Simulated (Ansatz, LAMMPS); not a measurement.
# Amorphous Ge at 5.40 g/cm^3 (72 atoms): relaxation and levels of theory

Which bonds does the relaxation leave, and how do the Kohn-Sham gap, forces and pressure change with functional?

Calculated with Ansatz 0.2.0: Kohn-Sham DFT, PBE, PAW (set soft_2), plane waves; cutoff 420 eV, Γ point, fermi-dirac smearing of 0.025 eV.

In doubt: a hybrid run on one k-point (Ansatz), which bears on gaps, levels and energies.

**The cell**

Density at the start: 5.40 g/cm³. The cell holds 72 atoms: 72 Ge. Its edges and angles: a = 11.713 Å, b = 11.713 Å, c = 11.713 Å, α = 90.0°, β = 90.0°, γ = 90.0°. 72 atoms (72 Ge) placed at random at 5.4 g/cm³, melted at 3500 K for 10 ps at fixed volume with the Tersoff potential (Tersoff, Phys. Rev. B 39, 5566 (1989)). Quenched from 3500 K to 300 K at 20 K/ps and fixed volume, annealed at 800 K for 20 ps, held 5 ps, then minimised at fixed cell.

The atoms were relaxed with PBE. The walk converged after 27 steps, with a largest force component of 0.0248 eV/Å; it began at an r.m.s. force component of 0.25 eV/Å. The energy fell by 41.6 meV an atom.

The input of the reference single point:

```yaml
crystal:
  lattice:
    - [11.7128, 0.0, 0.0]
    - [0.0, 11.7128, 0.0]
    - [0.0, 0.0, 11.7128]
  atoms:
    - { symbol: Ge, position: [0.39915, 0.49085, 0.88994] }
    - { symbol: Ge, position: [0.60877, 0.63148, 0.41966] }
    - { symbol: Ge, position: [0.26065, 0.36897, 0.79647] }
    - { symbol: Ge, position: [0.14351, 0.03384, 0.60213] }
    [... 66 atom lines left out ...]
    - { symbol: Ge, position: [0.93112, 0.62922, 0.33079] }
    - { symbol: Ge, position: [0.47726, 0.60443, 0.57491] }
kpoints:
  mp_grid: { grid: [1, 1, 1] }
hamiltonian:
  xc: pbe
scf:
  occupations: { method: fermi_dirac, width: 0.025 }
output:
  forces: true
  stress: true
  populations: true
  dos:
    method: { smearing: { sigma: 0.08 } }
    de: 0.05
    projected: { site_lists: { Ge: [Ge] } }
  eigenvalues: true
  write_density: true
  write_potential: true
  volumetric_format: npy
```

**Bonds after relaxation**

Bonds by pair of elements; cutoffs follow the first minimum of g(r), held within bounds set by covalent radii, and pairs that aren't listed don't count as bonded:

```csv
pair A-B,cutoff (Å),bonds,mean length (Å),spread (Å),shortest (Å),B about A,A about B
Ge-Ge,2.98,151,2.52,0.097,2.40,4.19,4.19
```

How many atoms have how many bonded neighbours:

```
element  mean  3   4   5  6
     Ge  4.19  1  57  13  1
```

**Levels of theory**

Single points at the relaxed geometry:

| functional | k-mesh | Kohn-Sham gap (eV) | pressure (GPa) | r.m.s. force component (eV/Å) | SCF cycles | time |
| --- | --- | --- | --- | --- | --- | --- |
| PBE | 1×1×1 | 0.389 | 3.98 | 0.006 | 13 | 61 s |
| HSE06 | 1×1×1 | 0.655 | 1.54 | 0.088 | 39 | 21 min |
| r2SCAN | 1×1×1 | 0.464 | 1.38 | 0.103 | 12 | 2 min |
| PBEsol | 1×1×1 | 0.380 | 0.94 | 0.030 | 12 | 51 s |

The gap is that between the highest filled and lowest empty Kohn-Sham level on the run's k-points. Cutoffs: 420 eV for PBE, HSE06 and PBEsol; 500 eV for r2SCAN. Times come from shared hosts and are rough.

**Findings**

By these cutoffs 79 % of Ge atoms have 4 neighbours. The Kohn-Sham gap is 0.39 eV with PBE on the 1×1×1 mesh. On the 1×1×1 mesh HSE06 changes the gap by +0.27 eV against PBE. On the reference's mesh the gap changes with r2SCAN by +0.07 eV and PBEsol by -0.01 eV. Against the reference the pressure changes with HSE06 by -2.4 GPa, r2SCAN by -2.6 GPa and PBEsol by -3.0 GPa; a negative change means a smaller volume than PBE would take.

Limits: All single points share the geometry relaxed with PBE. The density was set when the cell was made, as one point of a scan, and needn't be that of the real material. One sample; tail or defect levels can set the gap of a disordered cell. The quench rate of 20 K/ps is many orders above laboratory rates, so the cell is likely richer in defects and strain than a real sample. The network of bonds at the start is that of the classical potential that made the cell, and needn't be the one that DFT or experiment would give. In some runs the program notes that the gap may close elsewhere in the zone, the exchange threshold is loose for the stress and the SCF threshold is loose for the stress. Spin–orbit coupling is left out; it splits the top valence bands of compounds with Ge, As, Se, Sb or Te and narrows their gaps.

[Logs are printed without paths, hosts, clocks, repeated set-up lines and the standing remarks that a program may print on its own settings, such as how far it seeks lower states.]

[Hosts, paths, dates, database ids (printed as entryN), source tags and the programs' standing remarks are cut or masked in the printed files.]
